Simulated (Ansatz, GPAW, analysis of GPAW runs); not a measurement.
**Hyperfine coupling of Mn2+ on a Mg site in KMgF3 (PBE) (GPAW)**

Aim: the hyperfine coupling of the Mn2+ on a Mg site in KMgF3, to be set beside the measurement. Set-up: PBE, plane waves 500 eV, 40-site cell, PBE lattice, k: the zone centre alone then 2x2x2 shifted, no spin, start relaxed with Ansatz. The model is a cell of 40 host atoms with 1 Mg taken out and 1 Mn put in. The isotropic coupling follows from the spin density at the nucleus, the nuclear g-factor and the total spin.

What was measured. 55Mn, isotropic, printed as −91.2 10^-4 cm^-1: -273.4 MHz at 300 K, by EPR (room temperature) (quoted in “Parallel-mode EPR spectra of the hexaaqua manganese(II) Ion in tetrahedral symmetry”, 2024, Margrete Juel Henrichsen, Jesper Bendix, Høgni Weihe, quoting earlier work (1960)). The runs below try to reproduce this.

Main program and level: GPAW 26.7.0; GPAW plane-wave PAW DFT, PBE; relaxation of all atoms of a defect supercell.

## (1) Set-up

The cell holds 40 atoms: 8 K, 7 Mg, 24 F and 1 Mn. Cell: a = 8.098 Å, b = 8.098 Å, c = 8.098 Å, α = 90.0°, β = 90.0°, γ = 90.0°. It derives from KMgF3 (space group Pm-3m). Nearest the centre at fractional (0.500, 0.500, 0.500): Mn37 at 0.00 Å, F18 at 2.03 Å, F38 at 2.03 Å, F39 at 2.03 Å, F29 at 2.03 Å, F35 at 2.03 Å, F40 at 2.03 Å, K1 at 3.49 Å.

The host's primitive cell comes from a first run (GPAW plane-wave PAW DFT, PBE; relaxation of cell and atoms of a defect-free cell): vectors of 4.049, 4.049 and 4.049 Å. That is 13.28 Å³ an atom, 4.8 % over the diffraction cell's volume. The supercell is built on it.

This program's steps are dear, so the start below was first relaxed with Ansatz (plane-wave PAW DFT, PBE; 15 s).

## (2) Relaxation, charge 0

Every later number rests on the structure around the defect, so the atoms are relaxed at the host's lattice first.

run.py

```python
import numpy as np
from ase.io import read, write
from ase.parallel import parprint, world
from gpaw import GPAW, PW
from ase.optimize import BFGS

atoms = read('POSCAR')
calc = GPAW(mode=PW(500),
            xc='PBE',
            kpts={'size': (1, 1, 1), 'gamma': True},
            occupations={'name': 'fermi-dirac', 'width': 0.01},
            nbands=173,
            convergence={'density': 1e-05, 'forces': 0.001},
            maxiter=150,
            symmetry='off',
            txt='gpaw.txt')
atoms.calc = calc
opt = BFGS(atoms, trajectory='relax.traj', logfile='-')
done = opt.run(fmax=0.02, steps=80)
parprint('Converged:', done)
energy = atoms.get_potential_energy()
forces = atoms.get_forces()
parprint(f'Energy: {energy:.6f} eV, largest force {np.linalg.norm(forces, axis=1).max():.4f} eV/A')
calc.write('gs.gpw')
write('final.xyz', atoms)
for s in range(calc.get_number_of_spins()):
    parprint('Levels (eV), spin', s, calc.get_eigenvalues(kpt=0, spin=s)[-16:].round(3))
```

POSCAR

```
K  Mg F  K  Mg F  K  Mg F  K  Mg F  K  Mg F  K  Mg F  K  Mg F  K  Mn F 
 1.0000000000000000
     8.0984380843906987   -0.0000000000000022   -0.0000000000000000
    -0.0000000000000016    8.0984380843907058   -0.0000000000000000
    -0.0000000000000000   -0.0000000000000000    8.0984380843907662
 K   Mg  F   K   Mg  F   K   Mg  F   K   Mg  F   K   Mg  F   K   Mg  F   K   Mg  F   K   Mn  F  
   1   1   3   1   1   3   1   1   3   1   1   3   1   1   3   1   1   3   1   1   3   1   1   3
Direct
  0.2511816791843737  0.2511816791843736  0.2511816791843737
 -0.0000000000000000 -0.0000000000000000  0.0000000000000000
  0.2501322041691115 -0.0000000000000000  0.0000000000000000
 -0.0000000000000000  0.2501322041691115  0.0000000000000000
 -0.0000000000000000 -0.0000000000000000  0.2501322041691115
  0.2511816791843737  0.2511816791843736  0.7488183208156265
 -0.0000000000000000 -0.0000000000000000  0.5000000000000000
  0.2502301390583722 -0.0000000000000000  0.5000000000000000
 -0.0000000000000000  0.2502301390583722  0.5000000000000000
 -0.0000000000000000 -0.0000000000000000  0.7498677958308884
  0.2511816791843737  0.7488183208156264  0.2511816791843737
 -0.0000000000000000  0.5000000000000000  0.0000000000000000
  0.2502301390583722  0.5000000000000000  0.0000000000000000
 -0.0000000000000000  0.7498677958308884  0.0000000000000000
 -0.0000000000000000  0.5000000000000000  0.2502301390583722
  0.2511816791843737  0.7488183208156264  0.7488183208156265
 -0.0000000000000000  0.5000000000000000  0.5000000000000000
  0.2498703782902435  0.5000000000000000  0.5000000000000000
 -0.0000000000000000  0.7497698609416278  0.5000000000000000
 -0.0000000000000000  0.5000000000000000  0.7497698609416278
  0.7488183208156265  0.2511816791843737  0.2511816791843737
  0.5000000000000000 -0.0000000000000000  0.0000000000000000
  0.7498677958308884 -0.0000000000000000  0.0000000000000000
  0.5000000000000000  0.2502301390583722  0.0000000000000000
  0.5000000000000000 -0.0000000000000000  0.2502301390583722
  0.7488183208156265  0.2511816791843737  0.7488183208156265
  0.5000000000000000 -0.0000000000000000  0.5000000000000000
  0.7497698609416278 -0.0000000000000000  0.5000000000000000
  0.5000000000000000  0.2498703782902435  0.5000000000000000
  0.5000000000000000 -0.0000000000000000  0.7497698609416278
  0.7488183208156265  0.7488183208156264  0.2511816791843737
  0.5000000000000000  0.5000000000000000  0.0000000000000000
  0.7497698609416278  0.5000000000000000  0.0000000000000000
  0.5000000000000000  0.7497698609416278  0.0000000000000000
  0.5000000000000000  0.5000000000000000  0.2498703782902435
  0.7488183208156265  0.7488183208156264  0.7488183208156265
  0.5000000000000000  0.5000000000000000  0.5000000000000000
  0.7501296217097565  0.5000000000000000  0.5000000000000000
  0.5000000000000000  0.7501296217097564  0.5000000000000000
  0.5000000000000000  0.5000000000000000  0.7501296217097566
```

Launch:

```bash
$ OMP_NUM_THREADS=1 mpirun -n 4 gpaw python run.py > stdout
```

Output:

```text
__  _  _
 | _ |_)|_||  |
 |__||  | ||/\| - 26.7.0

Input parameters:
  mode=PW(ecut=500.0),
  convergence={'density': 1e-05, 'forces': 0.001},
  kpts=MonkhorstPack(size=(1, 1, 1), gamma=True),
  maxiter=150,
  nbands=173,
  occupations=Occupations(name='fermi-dirac', width=0.01),
  symmetry=Symmetry(point_group=False, time_reversal=False),
  xc=XC(name='PBE')

Diagonalizing LCAO Hamiltonian
Converting LCAO to pw mode

                K         K
          F         F
           F K       F K
       F  Mg   F F  Mn   F
        F       K F       K

       Mg F F    Mg F F
           F K       F K
       F  Mg   F F  Mg   F
        F         F
       Mg   F    Mg   F

Atoms  # Å, Bohr magnetons
|    | symbol |         x |         y |        z |    initial magnetic moments |
|----|--------|-----------|-----------|----------|-----------------------------|
|  0 |      K |  2.034179 |  2.034179 | 2.034179 | ( 0.0000,  0.0000,  0.0000) |
|  1 |     Mg |  0.000000 |  0.000000 | 0.000000 | ( 0.0000,  0.0000,  0.0000) |
|  2 |      F |  2.025680 | -0.000000 | 0.000000 | ( 0.0000,  0.0000,  0.0000) |
|  3 |      F | -0.000000 |  2.025680 | 0.000000 | ( 0.0000,  0.0000,  0.0000) |
|  4 |      F |  0.000000 |  0.000000 | 2.025680 | ( 0.0000,  0.0000,  0.0000) |
|  5 |      K |  2.034179 |  2.034179 | 6.064259 | ( 0.0000,  0.0000,  0.0000) |
|  6 |     Mg |  0.000000 |  0.000000 | 4.049219 | ( 0.0000,  0.0000,  0.0000) |
|  7 |      F |  2.026473 | -0.000000 | 4.049219 | ( 0.0000,  0.0000,  0.0000) |
|  8 |      F | -0.000000 |  2.026473 | 4.049219 | ( 0.0000,  0.0000,  0.0000) |
|  9 |      F |  0.000000 |  0.000000 | 6.072758 | ( 0.0000,  0.0000,  0.0000) |
| 10 |      K |  2.034179 |  6.064259 | 2.034179 | ( 0.0000,  0.0000,  0.0000) |
| 11 |     Mg | -0.000000 |  4.049219 | 0.000000 | ( 0.0000,  0.0000,  0.0000) |
| 12 |      F |  2.026473 |  4.049219 | 0.000000 | ( 0.0000,  0.0000,  0.0000) |
| 13 |      F | -0.000000 |  6.072758 | 0.000000 | ( 0.0000,  0.0000,  0.0000) |
| 14 |      F | -0.000000 |  4.049219 | 2.026473 | ( 0.0000,  0.0000,  0.0000) |
| 15 |      K |  2.034179 |  6.064259 | 6.064259 | ( 0.0000,  0.0000,  0.0000) |
| 16 |     Mg | -0.000000 |  4.049219 | 4.049219 | ( 0.0000,  0.0000,  0.0000) |
| 17 |      F |  2.023560 |  4.049219 | 4.049219 | ( 0.0000,  0.0000,  0.0000) |
| 18 |      F | -0.000000 |  6.071965 | 4.049219 | ( 0.0000,  0.0000,  0.0000) |
| 19 |      F | -0.000000 |  4.049219 | 6.071965 | ( 0.0000,  0.0000,  0.0000) |
| 20 |      K |  6.064259 |  2.034179 | 2.034179 | ( 0.0000,  0.0000,  0.0000) |
| 21 |     Mg |  4.049219 | -0.000000 | 0.000000 | ( 0.0000,  0.0000,  0.0000) |
| 22 |      F |  6.072758 | -0.000000 | 0.000000 | ( 0.0000,  0.0000,  0.0000) |
| 23 |      F |  4.049219 |  2.026473 | 0.000000 | ( 0.0000,  0.0000,  0.0000) |
| 24 |      F |  4.049219 | -0.000000 | 2.026473 | ( 0.0000,  0.0000,  0.0000) |
| 25 |      K |  6.064259 |  2.034179 | 6.064259 | ( 0.0000,  0.0000,  0.0000) |
| 26 |     Mg |  4.049219 | -0.000000 | 4.049219 | ( 0.0000,  0.0000,  0.0000) |
| 27 |      F |  6.071965 | -0.000000 | 4.049219 | ( 0.0000,  0.0000,  0.0000) |
[...]
| 30 |      K |  6.064259 |  6.064259 | 2.034179 | ( 0.0000,  0.0000,  0.0000) |
| 31 |     Mg |  4.049219 |  4.049219 | 0.000000 | ( 0.0000,  0.0000,  0.0000) |
[...]
| 35 |      K |  6.064259 |  6.064259 | 6.064259 | ( 0.0000,  0.0000,  0.0000) |
| 36 |     Mn |  4.049219 |  4.049219 | 4.049219 | ( 0.0000,  0.0000,  0.0000) |
[...]
Unit cell  # Å
| periodic |         x |         y |         z |  lengths |    angles |
|----------|-----------|-----------|-----------|----------|-----------|
|      yes |  8.098438 | -0.000000 | -0.000000 | 8.098438 | 90.000000 |
|      yes | -0.000000 |  8.098438 | -0.000000 | 8.098438 | 90.000000 |
|      yes | -0.000000 | -0.000000 |  8.098438 | 8.098438 | 90.000000 |

Number of symmetries: 1
Symmetry operations  # r_c * U_cc + t_c -> r_c
|   | kind |            matrix            |
|---|------|------------------------------|
| 0 |  E   |  1, 0, 0,  0, 1, 0,  0, 0, 1 |

BZ-sampling:
  Number of BZ points: 1
  Number of IBZ points: 1

  Monkhorst-Pack size: [1, 1, 1]
  Monkhorst-Pack shift: [0, 0, 0]

K-points  # in reciprocal-cell coordinates
|   |                                coordinates |     weight |
|---|--------------------------------------------|------------|
| 0 | (  0.00000000,   0.00000000,   0.00000000) | 1.00000000 |

Plane wave coefficients: 6759
Cutoff: 500.0 eV

Spin-components: 1 (collinear spins)
Bands:           173
Projectors:      201
Spin-degeneracy: 2
Datatype:        float64

Density:
  Valence electrons: 325.0
  Components: 1
  Grid points: [42 42 42]
  Charge: 0.0  # |e|

Potential:
  Grid points: [42 42 42]

species:
  K:
    name:    Potassium
    Z:       19.0
    valence: 9
    core:    10
    charge:  0.0  # [|e|]
    compensation charges:
      type: gauss
      rc: 0.35  # [Å]
      lmax: 2
    cutoffs:
      filter: 1.91  # [Å]
      core: 1.27  # [Å]
    projectors
    | kind |    occ | energy [eV] | rcut [Å] |
    |------|--------|-------------|----------|
    |   3s |  2.000 |     -35.338 |    1.122 |
    |   4s |  1.000 |      -2.319 |    1.122 |
    |   3p |  6.000 |     -18.813 |    1.106 |
    |    p |        |       8.398 |    1.106 |
    |    d |        |       0.000 |    0.937 |

    Using partial waves for K as LCAO basis

  Mg:
    name:    Magnesium
    Z:       12.0
    valence: 10
    core:    2
    charge:  0.0  # [|e|]
    compensation charges:
      type: gauss
      rc: 0.33  # [Å]
      lmax: 2
    cutoffs:
      filter: 1.86  # [Å]
      core: 0.54  # [Å]
    projectors
    | kind |    occ | energy [eV] | rcut [Å] |
    |------|--------|-------------|----------|
    |   2s |  2.000 |     -79.840 |    1.090 |
    |   3s |  2.000 |      -4.705 |    1.090 |
    |   2p |  6.000 |     -46.613 |    1.085 |
    |   3p |  0.000 |      -1.330 |    1.085 |
    |    d |        |       0.000 |    1.037 |

    Using partial waves for Mg as LCAO basis

  F:
    name:    Fluorine
    Z:       9.0
    valence: 7
    core:    2
    charge:  0.0  # [|e|]
    compensation charges:
      type: gauss
      rc: 0.20  # [Å]
      lmax: 2
    cutoffs:
      filter: 1.14  # [Å]
      core: 0.74  # [Å]
    projectors
    | kind |    occ | energy [eV] | rcut [Å] |
    |------|--------|-------------|----------|
    |   2s |  2.000 |     -29.898 |    0.635 |
    |   2p |  5.000 |     -11.110 |    0.635 |
    |    s |        |      -2.687 |    0.635 |
[...]
- Maximum change in the atomic [forces] across last 2 cycles: 0.001 eV/Ang OR
Maximum error relative to the maximum force is below inf
- Maximum [total energy] change in last 3 cyles: 0.0005 eV / valence electron
- Maximum integral of absolute [eigenst]ate change: 4e-08 eV^2 / valence electron
maximum number of iterations: 150

SCF iterations
|iter     | |      energy | eigst |  dens |force |
|---------|-|-------------|-------|-------|------|
|iter:   1| | -195.246787c| -4.74 |       |      |
|iter:   2| | -195.246779c| -6.44 | -4.13 |      |
|iter:   3| | -195.246772c| -6.89 | -4.26 |      |
|iter:   4| | -195.246757c| -6.34 | -4.28 |      |
|iter:   5| | -195.246752c| -6.32 | -4.60 |      |
|iter:   6| | -195.246752c| -7.38 | -5.03c|      |
|iter:   7| | -195.246752c| -7.83c| -5.25c|-1.66 |
|iter:   8| | -195.246752c| -8.08c| -5.03c|-2.68 |
|iter:   9| | -195.246752c| -7.97c| -5.58c|-2.86 |
|iter:  10| | -195.246752c| -8.44c| -5.53c|-3.38c|

Converged in 10 steps
SCF loop duration: 19.276 s (1.928 s/step)
Energy contributions relative to reference atoms: (reference = -265857.566887)

Energy contributions:
  Kinetic:         170.947734
  Coulomb:        -153.696414
  Zero:              0.125385
  External:          0.000000
  Xc:             -212.609939
  Entropy:          -0.027034
  Spinorbit:         0.000000
  ----------------------------
  Free energy:    -195.260269
  Extrapolated:   -195.246752

dipole moment: (0.000993, -46.397864, 0.000984)  # |e|*Ang

Fermi level: 5.341
Eigenvalues  # (at kpt = [0.000, 0.000, 0.000])
| band index |      eig [eV] | occ [0-2] |
|------------|---------------|-----------|
[...]
|        ... |               |           |
[...]
|        ... |               |           |
[...]
Gap: 1.285 eV
Transition (v -> c):
  (s=0, k=0, n=162, [0.00, 0.00, 0.00]) -> (s=0, k=0, n=163, [0.00, 0.00, 0.00])
No difference between direct/indirect transitions

Forces  # eV/Ang
|        x |        y |        z |
|----------|----------|----------|
[...]
K         K
          F         F
           F K       F K
       F  Mg   F F  Mn   F
        F       K F       K

       Mg F F    Mg F F
           F K       F K
       F  Mg   F F  Mg   F
        F         F
       Mg   F    Mg   F

Atoms  # Å, Bohr magnetons
|    | symbol |         x |         y |         z |    initial magnetic moments |
|----|--------|-----------|-----------|-----------|-----------------------------|
|  0 |      K |  2.034082 |  2.034084 |  2.034084 | ( 0.0000,  0.0000,  0.0000) |
|  1 |     Mg | -0.000000 | -0.000000 | -0.000000 | ( 0.0000,  0.0000,  0.0000) |
[...]
|  5 |      K |  2.034082 |  2.034084 |  6.064355 | ( 0.0000,  0.0000,  0.0000) |
|  6 |     Mg |  0.000000 |  0.000000 |  4.049219 | ( 0.0000,  0.0000,  0.0000) |
[...]
| 10 |      K |  2.034081 |  6.064354 |  2.034083 | ( 0.0000,  0.0000,  0.0000) |
| 11 |     Mg |  0.000000 |  4.049219 | -0.000000 | ( 0.0000,  0.0000,  0.0000) |
[...]
| 15 |      K |  2.034082 |  6.064354 |  6.064355 | ( 0.0000,  0.0000,  0.0000) |
| 16 |     Mg |  0.000000 |  4.049219 |  4.049219 | ( 0.0000,  0.0000,  0.0000) |
[...]
| 20 |      K |  6.064357 |  2.034084 |  2.034083 | ( 0.0000,  0.0000,  0.0000) |
| 21 |     Mg |  4.049219 |  0.000000 |  0.000000 | ( 0.0000,  0.0000,  0.0000) |
[...]
| 25 |      K |  6.064357 |  2.034084 |  6.064355 | ( 0.0000,  0.0000,  0.0000) |
| 26 |     Mg |  4.049219 |  0.000000 |  4.049219 | ( 0.0000,  0.0000,  0.0000) |
[...]
| 28 |      F |  4.049217 |  2.017714 |  4.049219 | ( 0.0000,  0.0000,  0.0000) |
| 29 |      F |  4.049219 | -0.000000 |  6.070838 | ( 0.0000,  0.0000,  0.0000) |
| 30 |      K |  6.064357 |  6.064354 |  2.034083 | ( 0.0000,  0.0000,  0.0000) |
| 31 |     Mg |  4.049219 |  4.049219 | -0.000000 | ( 0.0000,  0.0000,  0.0000) |
| 32 |      F |  6.070838 |  4.049219 |  0.000000 | ( 0.0000,  0.0000,  0.0000) |
| 33 |      F |  4.049219 |  6.070838 | -0.000000 | ( 0.0000,  0.0000,  0.0000) |
| 34 |      F |  4.049219 |  4.049219 |  2.017711 | ( 0.0000,  0.0000,  0.0000) |
| 35 |      K |  6.064356 |  6.064354 |  6.064355 | ( 0.0000,  0.0000,  0.0000) |
| 36 |     Mn |  4.049219 |  4.049219 |  4.049219 | ( 0.0000,  0.0000,  0.0000) |
| 37 |      F |  6.080727 |  4.049220 |  4.049219 | ( 0.0000,  0.0000,  0.0000) |
| 38 |      F |  4.049220 |  6.080725 |  4.049219 | ( 0.0000,  0.0000,  0.0000) |
| 39 |      F |  4.049218 |  4.049219 |  6.080727 | ( 0.0000,  0.0000,  0.0000) |

Unit cell  # Å
| periodic |         x |         y |         z |  lengths |    angles |
|----------|-----------|-----------|-----------|----------|-----------|
|      yes |  8.098438 | -0.000000 | -0.000000 | 8.098438 | 90.000000 |
|      yes | -0.000000 |  8.098438 | -0.000000 | 8.098438 | 90.000000 |
|      yes | -0.000000 | -0.000000 |  8.098438 | 8.098438 | 90.000000 |

Initialization done in: 0.914 s

convergence criteria:
- Maximum integral of absolute [dens]ity change: 1e-05 electrons / valence electron
- Maximum change in the atomic [forces] across last 2 cycles: 0.001 eV/Ang OR
Maximum error relative to the maximum force is below inf
- Maximum [total energy] change in last 3 cyles: 0.0005 eV / valence electron
- Maximum integral of absolute [eigenst]ate change: 4e-08 eV^2 / valence electron
maximum number of iterations: 150

SCF iterations
|iter     | |      energy | eigst |  dens |force |
|---------|-|-------------|-------|-------|------|
|iter:   1| | -195.248159c| -3.75 |       |      |
|iter:   2| | -195.248123c| -5.34 | -3.74 |      |
|iter:   3| | -195.247947c| -5.40 | -3.78 |      |
|iter:   4| | -195.247865c| -5.18 | -3.98 |      |
|iter:   5| | -195.247857c| -6.06 | -4.44 |      |
|iter:   6| | -195.247857c| -7.15 | -4.54 |      |
|iter:   7| | -195.247855c| -7.45c| -4.57 |      |
|iter:   8| | -195.247855c| -7.69c| -5.02c|-1.15 |
|iter:   9| | -195.247855c| -7.88c| -5.08c|-2.54 |
|iter:  10| | -195.247855c| -8.20c| -5.48c|-2.81 |
|iter:  11| | -195.247855c| -8.49c| -5.74c|-3.30c|

Converged in 11 steps
SCF loop duration: 21.579 s (1.962 s/step)
Energy contributions relative to reference atoms: (reference = -265857.566887)

Energy contributions:
  Kinetic:         170.842557
  Coulomb:        -153.617860
  Zero:              0.125642
  External:          0.000000
  Xc:             -212.584676
  Entropy:          -0.027034
  Spinorbit:         0.000000
  ----------------------------
  Free energy:    -195.261371
  Extrapolated:   -195.247855

dipole moment: (-71.545900, 25.149149, -73.496044)  # |e|*Ang

Fermi level: 5.293
Eigenvalues  # (at kpt = [0.000, 0.000, 0.000])
| band index |      eig [eV] | occ [0-2] |
|------------|---------------|-----------|
[...]
|        ... |               |           |
[...]
|        164 |         6.551 |     0.000 |
|        165 |         7.239 |     0.000 |
|        166 |        10.079 |     0.000 |
|        167 |        10.079 |     0.000 |
|        168 |        10.079 |     0.000 |
|        169 |        10.248 |     0.000 |
|        170 |        10.298 |     0.000 |
|        ... |               |           |
|        172 |        10.336 |     0.000 |

Gap: 1.274 eV
Transition (v -> c):
  (s=0, k=0, n=162, [0.00, 0.00, 0.00]) -> (s=0, k=0, n=163, [0.00, 0.00, 0.00])
No difference between direct/indirect transitions

Forces  # eV/Ang
|        x |        y |        z |
|----------|----------|----------|
[...]
|  0.00105 | -0.00000 |  0.00000 |  # F   32
|  0.00000 |  0.00105 |  0.00000 |  # F   33
|  0.00004 | -0.00000 | -0.00023 |  # F   34
|  0.00208 |  0.00206 |  0.00207 |  # K   35
|  0.00003 |  0.00001 | -0.00001 |  # Mn  36
|  0.00000 | -0.00008 | -0.00004 |  # F   37
| -0.00008 |  0.00067 | -0.00000 |  # F   38
| -0.00004 |  0.00000 |  0.00023 |  # F   39

# Writing to gs.gpw (mode='')
```

Run time: 99 s. Hardware: 4 MPI ranks of Arm Neoverse N1, shared host; peak memory 1.1 GiB; 6.6 min of CPU time.

The run converged, but on settings that a careful run would not use, so its numbers are not the defect's.

(Continued in part 2 of 2.)

[Logs are printed without paths, hosts, clocks, repeated set-up lines and the standing remarks that a program may print on its own settings, such as how far it seeks lower states.]

[Hosts, paths, dates, database ids (printed as entryN), source tags and the programs' standing remarks are cut or masked in the printed files.]

[For some hosts the program warned that the k-mesh of the response run may be too coarse for force constants and the static dielectric constant; such warnings are not shown here.]
